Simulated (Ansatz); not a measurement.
# How Cu(110) screens a field

Where does the screening charge of Cu(110) sit?

Main program and level: Ansatz 0.2.0; plane-wave DFT, PBE, Ansatz PAW.

## Step 1: Set-up

The cell holds 6 atoms: 6 Cu. Its edges and angles: a = 3.610 Å, b = 2.553 Å, c = 24.382 Å, α = 90.0°, β = 90.0°, γ = 90.0°. Vacuum lies along c.

Structure file:

```cif
data_structure
_symmetry_space_group_name_H-M 'P 1'
_symmetry_Int_Tables_number 1
_cell_length_a 3.6100
_cell_length_b 2.5527
_cell_length_c 24.3816
_cell_angle_alpha 90.000
_cell_angle_beta 90.000
_cell_angle_gamma 90.000
_cell_volume 224.68
loop_
_atom_site_label
_atom_site_type_symbol
_atom_site_fract_x
_atom_site_fract_y
_atom_site_fract_z
_atom_site_occupancy
Cu1 Cu 0.50000 0.50000 0.36913 1
Cu2 Cu 0.00000 0.00000 0.42148 1
Cu3 Cu 0.50000 0.50000 0.47383 1
Cu4 Cu 0.00000 0.00000 0.52617 1
Cu5 Cu 0.50000 0.50000 0.57852 1
Cu6 Cu 0.00000 0.00000 0.63087 1
```

## Step 2: Atoms held, field 0

A sawtooth potential applies the field, turning back in the middle of the vacuum. With the dipole correction the typed value is the field outside the slab. The induced dipole is small, so the SCF threshold is tight.

File input.yaml:

```yaml
crystal:
  lattice:
    - [3.61, 0.0, 0.0]
    - [0.0, 2.5526554801, 0.0]
    - [0.0, 0.0, 24.3816387002]
  atoms:
    - { symbol: Cu, position: [0.5, 0.5, 0.3691302341] }
    - { symbol: Cu, position: [0.0, 0.0, 0.4214781404] }
    - { symbol: Cu, position: [0.5, 0.5, 0.4738260468] }
    - { symbol: Cu, position: [0.0, 0.0, 0.5261739532] }
    - { symbol: Cu, position: [0.5, 0.5, 0.5785218596] }
    - { symbol: Cu, position: [0.0, 0.0, 0.6308697659] }
kpoints:
  mp_grid: { grid: [14, 20, 1] }
hamiltonian:
  xc: pbe
scf:
  occupations: { method: fermi_dirac, width: 0.1 }
  convergence: { dr2_threshold: 1.0e-10 }
efield:
  axis: 3
  dipole_correction: true
  ramp_position: 0.97
  ramp_width: 0.06
  amplitude: 0
output:
  forces: true
  write_potential: true
  write_density: true
  volumetric_format: npy
```

Command:

```console
$ ansatz run input.yaml --threads 4 --pin off --max-ram 6144MiB --backend cpu --events-out ev --progress --plain --runs-dir out
```

Numbers of over 12 decimals in the logs are rounded to 6 here.

What it wrote:

```text
Engine: ansatz 0.2.0, x86_64-unknown-linux-gnu
Pseudopotentials: kind: paw
Pseudopotential: Cu, paw, valence charge 19, recommended cutoff 420 eV (normal), Cu.paw.azcp
Functional definition: PBE
  parameter kappa = 0.804
  parameter beta = 0.066725
  exchange = pbe_x(kappa = kappa, mu = beta*pi^2/3)
  correlation = pbe_c(beta = beta)
Crystal: 6 atoms, lattice volume = 224.679 Å³
Basis set: ecut = 420 eV, 4417 PW (Γ), exchange–correlation on 50×36×360 points (8 copies of the dense FFT grid, shifted against one another)
Bands: 69, of which v1, the nominal top of the filled ones, is band 57 counted from 1 (56 counted from 0)
Symmetry: 4 space group operations
k-points: 88 of 280
Non-local potential: Cu, projectors of the file, l = 0: 3, l = 1: 2, l = 2: 3, l = 3: 1
PAW form: soft (Blöchl's): semilocal exchange-correlation on the pseudo side does not see the compensation charge
PAW one-centre angular grid: Cu, 590 points (default); XC on 64 Gauss nodes
Initial density: superposition of atomic densities (neutral atoms: chi_scale 0, normalization atom), corrected by the library's trained network
Initial wavefunctions: pseudopotential atomic-orbital guess
Functional: x = pbe(κ = 0.804, μ = 0.219515), c = pbe(β = 0.066725)
SCF iter   1: F=—  HF=-39749.203585 eV  |F-HF|=—  |Δ(HF+E_count)|=         —  Δρ=1.37e-3  dr2=3.42e-2  ethr=1.77e-3  p=0.000 e·Å  D=2.01e-13 V/Å  ΔV_dip=-0.00 eV  dr2_dipole=7.93e-9  V_vac-E_F(+/−)=4.27/4.27 eV  ⟨swp⟩=7.6  Hψ=25839  notcnv=0  defer=144
efield: sawtooth ramp at fractional position 0.9700 (set: `efield.ramp_position`, or a place that a band, a saddle search or an elastic batch's reference lends), width 0.0600; the density the first Hamiltonian is built on has a dipole p = 0.000 e·Å; the dipole correction subtracts the counter field D = 2.01e-13 V/Å, which shifts the + side's vacuum level by -0.00 eV against the − side's; the planar-averaged density in the ramp window peaks in size at 7.6e-6 e/Å³
preconditioner: auto → LDOS  [metal: Δε(μ)=0.018 eV  Ē_g=7.947 eV  σ=0.100 eV  W_gap=0.05  n_scr=44 (ndim 8)  ℏωp=20.1 eV  f_vac=0.631  D(μ)=2.44/eV (n_scr^D=10)  β→1.0]
SCF iter   2: F=—  HF=-39749.212460 eV  |F-HF|=—  |Δ(HF+E_count)|=   8.87e-3  Δρ=3.72e-3  dr2=1.88e-2  ethr=3.00e-5  p=0.000 e·Å  D=6.94e-6 V/Å  ΔV_dip=-0.00 eV  dr2_dipole=1.80e-7  V_vac-E_F(+/−)=4.39/4.39 eV  ⟨swp⟩=2.5  Hψ=12695  notcnv=0  defer=250
SCF iter   3: F=—  HF=-39749.208798 eV  |F-HF|=—  |Δ(HF+E_count)|=   3.66e-3  Δρ=7.36e-4  dr2=9.72e-4  ethr=1.65e-5  p=-0.000 e·Å  D=-1.39e-6 V/Å  ΔV_dip=0.00 eV  dr2_dipole=1.31e-10  V_vac-E_F(+/−)=4.39/4.39 eV  ⟨swp⟩=2.0  Hψ=8034  notcnv=0  defer=250
SCF iter   4: F=—  HF=-39749.208993 eV  |F-HF|=—  |Δ(HF+E_count)|=   1.95e-4  Δρ=4.58e-4  dr2=5.51e-4  ethr=8.53e-7  p=0.000 e·Å  D=8.28e-6 V/Å  ΔV_dip=-0.00 eV  dr2_dipole=2.75e-8  V_vac-E_F(+/−)=4.39/4.39 eV  ⟨swp⟩=2.1  Hψ=9026  notcnv=0  defer=250
SCF iter   5: F=—  HF=-39749.209021 eV  |F-HF|=—  |Δ(HF+E_count)|=   2.77e-5  Δρ=3.66e-4  dr2=1.80e-4  ethr=4.84e-7  p=0.000 e·Å  D=4.22e-6 V/Å  ΔV_dip=-0.00 eV  dr2_dipole=2.07e-8  V_vac-E_F(+/−)=4.41/4.41 eV  ⟨swp⟩=2.0  Hψ=8611  notcnv=0  defer=250
SCF iter   6: F=—  HF=-39749.208994 eV  |F-HF|=—  |Δ(HF+E_count)|=   2.65e-5  Δρ=6.66e-5  dr2=7.49e-6  ethr=1.58e-7  p=0.000 e·Å  D=4.94e-6 V/Å  ΔV_dip=-0.00 eV  dr2_dipole=2.03e-11  V_vac-E_F(+/−)=4.42/4.42 eV  ⟨swp⟩=2.0  Hψ=8403  notcnv=0  defer=250
SCF iter   7: F=—  HF=-39749.209064 eV  |F-HF|=—  |Δ(HF+E_count)|=   6.92e-5  Δρ=3.27e-5  dr2=1.57e-6  ethr=6.57e-9  p=0.000 e·Å  D=1.23e-6 V/Å  ΔV_dip=-0.00 eV  dr2_dipole=5.72e-10  V_vac-E_F(+/−)=4.42/4.42 eV  ⟨swp⟩=2.1  Hψ=8941  notcnv=0  defer=247
SCF iter   8: F=—  HF=-39749.209067 eV  |F-HF|=—  |Δ(HF+E_count)|=   3.03e-6  Δρ=2.51e-5  dr2=1.12e-6  ethr=1.38e-9  p=0.000 e·Å  D=2.99e-6 V/Å  ΔV_dip=-0.00 eV  dr2_dipole=2.75e-10  V_vac-E_F(+/−)=4.42/4.42 eV  ⟨swp⟩=2.2  Hψ=10297  notcnv=0  defer=247
SCF iter   9: F=—  HF=-39749.209066 eV  |F-HF|=—  |Δ(HF+E_count)|=   3.87e-7  Δρ=6.17e-6  dr2=6.58e-8  ethr=9.86e-10  p=0.000 e·Å  D=2.97e-7 V/Å  ΔV_dip=-0.00 eV  dr2_dipole=2.48e-10  V_vac-E_F(+/−)=4.42/4.42 eV  ⟨swp⟩=2.0  Hψ=7927  notcnv=0  defer=247
SCF iter  10: F=—  HF=-39749.209067 eV  |F-HF|=—  |Δ(HF+E_count)|=   3.43e-7  Δρ=5.87e-6  dr2=4.94e-8  ethr=5.77e-11  p=0.000 e·Å  D=1.44e-6 V/Å  ΔV_dip=-0.00 eV  dr2_dipole=7.42e-10  V_vac-E_F(+/−)=4.42/4.42 eV  ⟨swp⟩=3.1  Hψ=12880  notcnv=0  defer=247
SCF iter  11: F=—  HF=-39749.209067 eV  |F-HF|=—  |Δ(HF+E_count)|=   2.33e-8  Δρ=2.36e-6  dr2=9.78e-9  ethr=4.34e-11  p=0.000 e·Å  D=6.37e-8 V/Å  ΔV_dip=-0.00 eV  dr2_dipole=1.90e-11  V_vac-E_F(+/−)=4.42/4.42 eV  ⟨swp⟩=2.0  Hψ=8502  notcnv=0  defer=247
SCF iter  12: F=—  HF=-39749.209067 eV  |F-HF|=—  |Δ(HF+E_count)|=   6.05e-8  Δρ=6.50e-7  dr2=8.53e-10  ethr=8.58e-12  p=0.000 e·Å  D=4.40e-8 V/Å  ΔV_dip=-0.00 eV  dr2_dipole=1.85e-12  V_vac-E_F(+/−)=4.42/4.42 eV  ⟨swp⟩=2.2  Hψ=8445  notcnv=0  defer=247
SCF iter  13: F=—  HF=-39749.209067 eV  |F-HF|=—  |Δ(HF+E_count)|=   1.16e-8  Δρ=2.57e-7  dr2=1.42e-10  ethr=1.00e-12  p=0.000 e·Å  D=6.04e-8 V/Å  ΔV_dip=-0.00 eV  dr2_dipole=6.86e-13  V_vac-E_F(+/−)=4.42/4.42 eV  ⟨swp⟩=2.2  Hψ=7440  notcnv=0  defer=247
iter 14 met the thresholds in force, and the SCF goes on: an eigenvalue changes by 1.53 meV, over its tolerance of 1.02 meV (output.eigenvalues, Limitations)
SCF iter  14: F=-39749.209067 eV  HF=-39749.209067 eV  |F-HF|=1.40e-9  |Δ(HF+E_count)|=   3.00e-9  Δρ=1.46e-7  dr2=2.75e-11  ethr=1.00e-12  p=0.000 e·Å  D=1.52e-8 V/Å  ΔV_dip=-0.00 eV  dr2_dipole=1.28e-13  V_vac-E_F(+/−)=4.42/4.42 eV  ⟨swp⟩=17.0  Hψ=37702  notcnv=0
SCF iter  15: F=-39749.209067 eV  HF=-39749.209067 eV  |F-HF|=3.20e-10  |Δ(HF+E_count)|=   1.08e-9  Δρ=7.66e-8  dr2=8.05e-12  ethr=1.00e-12  p=0.000 e·Å  D=2.04e-8 V/Å  ΔV_dip=-0.00 eV  dr2_dipole=3.81e-14  V_vac-E_F(+/−)=4.42/4.42 eV  ⟨swp⟩=7.0  Hψ=31115  notcnv=0
SCF 1 converged in 15 iterations: F = -39749.209067 eV  dr2 = 8.05e-12
  greatest PAW one-centre occupation: 1.000 electrons in one spin orbital (limit 2), on the Cu atom at site 5 (counted from 0), in its partial waves of l = 0
WARN: The output density's exchange-correlation potential varies sharply where the density is thin. Do not read a vacuum level from v_tot or v_xc, or from such a field of the output density. On a cell that repeats whose density bears no net charge and no dipole along the vacuum's axis use v_es (v_loc + v_h of the components); under efield.dipole_correction with no amplitude use v_es + v_field, which holds any externa [...]
SCF converged after 15 iterations
an eigenvalue changed by more than its tolerance at an iteration that met the thresholds in force, so the SCF went on 1 time: the last check found none over its tolerance
Free energy (F): -39749.209067 eV
Harris-Foulkes:  -39749.209067 eV  (|F-HF|=3.20e-10)
Internal energy: -39749.131679 eV  (E = F + TS)
E sigma→0 (E₀):  -39749.170373 eV
Entropy (-TS):   -0.077388 eV (-12.898 meV/atom)
Fermi energy:    2.295135 eV
Dipole field:    D = -0.000000 V/Å  (p = -0.000000 e·Å, saw-weighted, corrected)
Work function:   Φ+ = 4.4211 eV   Φ− = 4.4211 eV
Levels:          The Fermi level and band energies are counted from a zero that moves with the ramp; work functions are not
--- Per-component energies (eV) ---
  E_band       = -3780.107347
  E_kinetic    = 1797.380802
  E_local      = -270395.549650  (includes V_loc(G=0)·N_el)
  E_nonlocal   = 2350.220725
  E_hartree    = 132942.763511
  E_xc         = -532.601987
  E_vxc        = -686.865357  (∫ρ·V_xc dr)
  E_paw        = -9987.903081  (= ΣΔE_a)
  E_vpaw       = -2730.822164  (= ΣTr[D̂ρ^β])
  E_aug_tail   = 0.001658  (compensation charges beyond the density's cutoff)
  E_efield     = 0.000000  (sawtooth field / dipole correction)
  E_vefield    = 0.000000  (∫n·V_field dr)
  E_ewald      = 104076.556343
  E_smearing   = -0.077388  (= −TS)
  E_closure    = 0.000000  (closes the sum)
  Σ components = -39749.209067   (vs F -39749.209067, Δ=0.00e0)
--- Forces (eV/Å), atoms counted from 1 ---
  atom   1  Cu     0.00000000     0.00000000     0.31534707
  atom   2  Cu     0.00000000     0.00000000    -0.43330275
  atom   3  Cu     0.00000000     0.00000000    -0.01227032
  atom   4  Cu     0.00000000     0.00000000     0.01227028
  atom   5  Cu     0.00000000     0.00000000     0.43330289
  atom   6  Cu     0.00000000     0.00000000    -0.31534732
  max |Σ_I F_I| component: 1.53e-7 eV/Å
--- Band table (eV; the first three rows and the last of 88) ---
  k-point 0: bands = [... 53 lower, 0.7761, 0.7887, 0.8808, 0.9352, 1.7992, 3.8025, 4.7412, 5.8793, ... 8 higher]
  k-point 1: bands = [... 53 lower, 0.7300, 0.8285, 0.8923, 0.8975, 1.8434, 3.8627, 4.8682, 5.9367, ... 8 higher]
  k-point 2: bands = [... 53 lower, 0.6697, 0.7958, 0.8749, 0.9194, 1.9738, 4.0400, 5.2264, 6.1073, ... 8 higher]
  k-point 87: bands = [... 53 lower, 0.9689, 2.4046, 2.4046, 4.4993, 4.4993, 6.2918, 6.2918, 6.9524, ... 8 higher]
```

Wall time 80 s (4 threads of AMD EPYC 7R43, shared host); peak memory 1.2 GiB.

Reading the cycles: dr2 is the Hartree energy of the density residual (eV), the measure of convergence; HF is the Harris–Foulkes estimate of the energy, which meets the free energy F at convergence.

Numbers from this step:

```yaml
energy_at_zero_smearing: -39749.1704 eV
work_function_upper_face: 4.421 eV
dipole_along_the_normal: -2.82e-7 e·Å
```

Running mean over 1.276 Å of the planar mean; the ramp of the sawtooth is left out. Table of electron's electrostatic potential energy less the Fermi level by z:

| z (Å) | electron's electrostatic potential energy less the Fermi level (eV) |
| --- | --- |
| 3.0 | 4.42 |
| 3.5 | 4.42 |
| 4.0 | 4.42 |
| 4.5 | 4.42 |
| 5.0 | 4.42 |
| 5.5 | 4.41 |
| 6.0 | 4.40 |
| 6.5 | 4.35 |
| 7.0 | 4.17 |
| 7.5 | 3.54 |
| 8.0 | 0.989 |
| 8.5 | -3.81 |
| 9.0 | -7.48 |
| 9.5 | -8.48 |
| 10.0 | -8.69 |
| 10.5 | -8.79 |
| 11.0 | -8.83 |
| 11.5 | -8.83 |
| 12.0 | -8.83 |
| 12.5 | -8.83 |
| 13.0 | -8.83 |
| 13.5 | -8.83 |
| 14.0 | -8.77 |
| 14.5 | -8.65 |
| 15.0 | -8.37 |
| 15.5 | -6.88 |
| 16.0 | -2.64 |
| 16.5 | 1.87 |
| 17.0 | 3.77 |
| 17.5 | 4.23 |
| 18.0 | 4.37 |
| 18.5 | 4.40 |
| 19.0 | 4.42 |
| 19.5 | 4.42 |
| 20.0 | 4.42 |
| 20.5 | 4.42 |
| 21.0 | 4.42 |

Force by atom:

```csv
atom,x (eV/Å),y (eV/Å),z (eV/Å),size
Cu1,0.000,0.000,0.315,0.315
Cu2,0.000,0.000,-0.433,0.433
Cu3,0.000,0.000,-0.012,0.012
Cu4,0.000,0.000,0.012,0.012
Cu5,0.000,0.000,0.433,0.433
Cu6,0.000,0.000,-0.315,0.315
```

The work function of the upper face is 4.42 eV.

## Step 3: Single point, field 0.05 V/Å

Changes to input.yaml since step 2:

```diff
@@ -24,3 +24,3 @@
   ramp_width: 0.06
-  amplitude: 0
+  amplitude: 0.05
 output:
```

What it wrote:

```text
[...]
Crystal: 6 atoms, lattice volume = 224.679 Å³
Basis set: ecut = 420 eV, 4417 PW (Γ), exchange–correlation on 50×36×360 points (8 copies of the dense FFT grid, shifted against one another)
Bands: 69, of which v1, the nominal top of the filled ones, is band 57 counted from 1 (56 counted from 0)
Symmetry: 4 space group operations
k-points: 88 of 280
[...]
k-point 0: bands = [... 53 lower, 0.7759, 0.7884, 0.8805, 0.9350, 1.7990, 3.8020, 4.7409, 5.8693, ... 8 higher]
  k-point 1: bands = [... 53 lower, 0.7298, 0.8283, 0.8920, 0.8974, 1.8431, 3.8622, 4.8679, 5.9268, ... 8 higher]
  k-point 2: bands = [... 53 lower, 0.6695, 0.7956, 0.8747, 0.9192, 1.9735, 4.0395, 5.2261, 6.0973, ... 8 higher]
  k-point 87: bands = [... 53 lower, 0.9697, 2.4043, 2.4045, 4.4988, 4.4995, 6.2914, 6.2918, 6.9513, ... 8 higher]
[key lines of the parts left out:]
SCF converged after 18 iterations
Free energy (F): -39749.209657 eV
Fermi energy:    2.294918 eV
Dipole field:    D = 0.019032 V/Å  (p = 0.023631 e·Å, saw-weighted, corrected)
```

Run time: 93 s. Hardware: 4 threads; peak memory 1.2 GiB.

The dipole is 0.0236 e·Å.

## Step 4: Atoms held, field -0.05 V/Å

Changes to input.yaml since step 3:

```diff
@@ -24,3 +24,3 @@
   ramp_width: 0.06
-  amplitude: 0.05
+  amplitude: -0.05
 output:
```

What it wrote:

```text
[...]
Crystal: 6 atoms, lattice volume = 224.679 Å³
Basis set: ecut = 420 eV, 4417 PW (Γ), exchange–correlation on 50×36×360 points (8 copies of the dense FFT grid, shifted against one another)
Bands: 69, of which v1, the nominal top of the filled ones, is band 57 counted from 1 (56 counted from 0)
Symmetry: 4 space group operations
k-points: 88 of 280
[...]
k-point 0: bands = [... 53 lower, 0.7759, 0.7884, 0.8805, 0.9350, 1.7990, 3.8020, 4.7409, 5.8693, ... 8 higher]
  k-point 1: bands = [... 53 lower, 0.7298, 0.8283, 0.8920, 0.8974, 1.8431, 3.8622, 4.8679, 5.9268, ... 8 higher]
  k-point 2: bands = [... 53 lower, 0.6695, 0.7956, 0.8747, 0.9192, 1.9735, 4.0395, 5.2261, 6.0973, ... 8 higher]
  k-point 87: bands = [... 53 lower, 0.9697, 2.4043, 2.4045, 4.4988, 4.4995, 6.2914, 6.2918, 6.9513, ... 8 higher]
[key lines of the parts left out:]
SCF converged after 18 iterations
Free energy (F): -39749.209657 eV
Fermi energy:    2.294918 eV
Dipole field:    D = -0.019031 V/Å  (p = -0.023630 e·Å, saw-weighted, corrected)
```

Run time: 93 s. Hardware: 4 threads; peak memory 1.2 GiB.

The dipole is -0.0236 e·Å.

## Step 5: Single point, field 0.1 V/Å

Changes to input.yaml since step 4:

```diff
@@ -24,3 +24,3 @@
   ramp_width: 0.06
-  amplitude: -0.05
+  amplitude: 0.1
 output:
```

What it wrote:

```text
[...]
Crystal: 6 atoms, lattice volume = 224.679 Å³
Basis set: ecut = 420 eV, 4417 PW (Γ), exchange–correlation on 50×36×360 points (8 copies of the dense FFT grid, shifted against one another)
Bands: 69, of which v1, the nominal top of the filled ones, is band 57 counted from 1 (56 counted from 0)
Symmetry: 4 space group operations
k-points: 88 of 280
[...]
k-point 0: bands = [... 53 lower, 0.7752, 0.7878, 0.8799, 0.9343, 1.7983, 3.8005, 4.7403, 5.8381, ... 8 higher]
  k-point 1: bands = [... 53 lower, 0.7291, 0.8276, 0.8913, 0.8968, 1.8424, 3.8608, 4.8673, 5.8955, ... 8 higher]
  k-point 2: bands = [... 53 lower, 0.6689, 0.7949, 0.8740, 0.9186, 1.9728, 4.0380, 5.2255, 6.0661, ... 8 higher]
  k-point 87: bands = [... 53 lower, 0.9702, 2.4035, 2.4040, 4.4978, 4.4992, 6.2906, 6.2913, 6.9499, ... 8 higher]
[key lines of the parts left out:]
SCF converged after 18 iterations
Free energy (F): -39749.211430 eV
Fermi energy:    2.294253 eV
Dipole field:    D = 0.038066 V/Å  (p = 0.047264 e·Å, saw-weighted, corrected)
```

It took 83 s on 4 threads; peak memory 1.2 GiB.

The dipole is 0.0473 e·Å.

## Step 6: Single point, field -0.1 V/Å

Changes to input.yaml since step 5:

```diff
@@ -24,3 +24,3 @@
   ramp_width: 0.06
-  amplitude: 0.1
+  amplitude: -0.1
 output:
```

What it wrote:

```text
[...]
Crystal: 6 atoms, lattice volume = 224.679 Å³
Basis set: ecut = 420 eV, 4417 PW (Γ), exchange–correlation on 50×36×360 points (8 copies of the dense FFT grid, shifted against one another)
Bands: 69, of which v1, the nominal top of the filled ones, is band 57 counted from 1 (56 counted from 0)
Symmetry: 4 space group operations
k-points: 88 of 280
[...]
k-point 0: bands = [... 53 lower, 0.7752, 0.7878, 0.8799, 0.9343, 1.7983, 3.8005, 4.7403, 5.8381, ... 8 higher]
  k-point 1: bands = [... 53 lower, 0.7291, 0.8276, 0.8913, 0.8968, 1.8424, 3.8608, 4.8673, 5.8955, ... 8 higher]
  k-point 2: bands = [... 53 lower, 0.6689, 0.7949, 0.8740, 0.9186, 1.9728, 4.0380, 5.2255, 6.0661, ... 8 higher]
  k-point 87: bands = [... 53 lower, 0.9702, 2.4035, 2.4040, 4.4978, 4.4992, 6.2906, 6.2913, 6.9499, ... 8 higher]
[key lines of the parts left out:]
SCF converged after 18 iterations
Free energy (F): -39749.211430 eV
Fermi energy:    2.294253 eV
Dipole field:    D = -0.038066 V/Å  (p = -0.047264 e·Å, saw-weighted, corrected)
```

It took 1.8 min on 4 threads; peak memory 1.2 GiB; 6.9 min of CPU time.

The dipole is -0.0473 e·Å.

## Step 7: Single point, field 0.2 V/Å

Changes to input.yaml since step 6:

```diff
@@ -24,3 +24,3 @@
   ramp_width: 0.06
-  amplitude: -0.1
+  amplitude: 0.2
 output:
```

What it wrote:

```text
[...]
Crystal: 6 atoms, lattice volume = 224.679 Å³
Basis set: ecut = 420 eV, 4417 PW (Γ), exchange–correlation on 50×36×360 points (8 copies of the dense FFT grid, shifted against one another)
Bands: 69, of which v1, the nominal top of the filled ones, is band 57 counted from 1 (56 counted from 0)
Symmetry: 4 space group operations
k-points: 88 of 280
[...]
k-point 0: bands = [... 53 lower, 0.7727, 0.7851, 0.8772, 0.9318, 1.7954, 3.7945, 4.7377, 5.6945, ... 8 higher]
  k-point 1: bands = [... 53 lower, 0.7266, 0.8249, 0.8882, 0.8946, 1.8396, 3.8547, 4.8647, 5.7518, ... 8 higher]
  k-point 2: bands = [... 53 lower, 0.6662, 0.7923, 0.8714, 0.9159, 1.9699, 4.0318, 5.2229, 5.9227, ... 8 higher]
  k-point 87: bands = [... 53 lower, 0.9697, 2.4007, 2.4017, 4.4946, 4.4973, 6.2875, 6.2890, 6.9456, ... 8 higher]
[key lines of the parts left out:]
SCF converged after 18 iterations
Free energy (F): -39749.218521 eV
Fermi energy:    2.291581 eV
Dipole field:    D = 0.076154 V/Å  (p = 0.094557 e·Å, saw-weighted, corrected)
```

Elapsed: 99 s, on 4 threads; peak memory 1.2 GiB.

The dipole is 0.0946 e·Å.

## Step 8: Atoms held, field -0.2 V/Å

Changes to input.yaml since step 7:

```diff
@@ -24,3 +24,3 @@
   ramp_width: 0.06
-  amplitude: 0.2
+  amplitude: -0.2
 output:
```

What it wrote:

```text
[...]
Crystal: 6 atoms, lattice volume = 224.679 Å³
Basis set: ecut = 420 eV, 4417 PW (Γ), exchange–correlation on 50×36×360 points (8 copies of the dense FFT grid, shifted against one another)
Bands: 69, of which v1, the nominal top of the filled ones, is band 57 counted from 1 (56 counted from 0)
Symmetry: 4 space group operations
k-points: 88 of 280
[...]
k-point 0: bands = [... 53 lower, 0.7727, 0.7851, 0.8772, 0.9318, 1.7954, 3.7945, 4.7377, 5.6945, ... 8 higher]
  k-point 1: bands = [... 53 lower, 0.7266, 0.8249, 0.8882, 0.8946, 1.8396, 3.8547, 4.8647, 5.7518, ... 8 higher]
  k-point 2: bands = [... 53 lower, 0.6662, 0.7923, 0.8714, 0.9159, 1.9699, 4.0318, 5.2229, 5.9227, ... 8 higher]
  k-point 87: bands = [... 53 lower, 0.9697, 2.4007, 2.4017, 4.4946, 4.4973, 6.2875, 6.2890, 6.9456, ... 8 higher]
[key lines of the parts left out:]
SCF converged after 18 iterations
Free energy (F): -39749.218521 eV
Fermi energy:    2.291581 eV
Dipole field:    D = -0.076155 V/Å  (p = -0.094558 e·Å, saw-weighted, corrected)
```

The job ended after 89 s (4 threads; peak memory 1.2 GiB).

The dipole is -0.0946 e·Å.

[end of part 1 of 2]

[Logs are printed without paths, hosts, clocks, repeated set-up lines and the standing remarks that a program may print on its own settings, such as how far it seeks lower states.]

[Hosts, paths, dates, database ids (printed as entryN), source tags and the programs' standing remarks are cut or masked in the printed files.]

[Maps of the electrostatic potential energy from Ansatz leave out the sawtooth potential of an applied field or a dipole correction, so their vacuum need not be flat; planar profiles and work functions include it.]
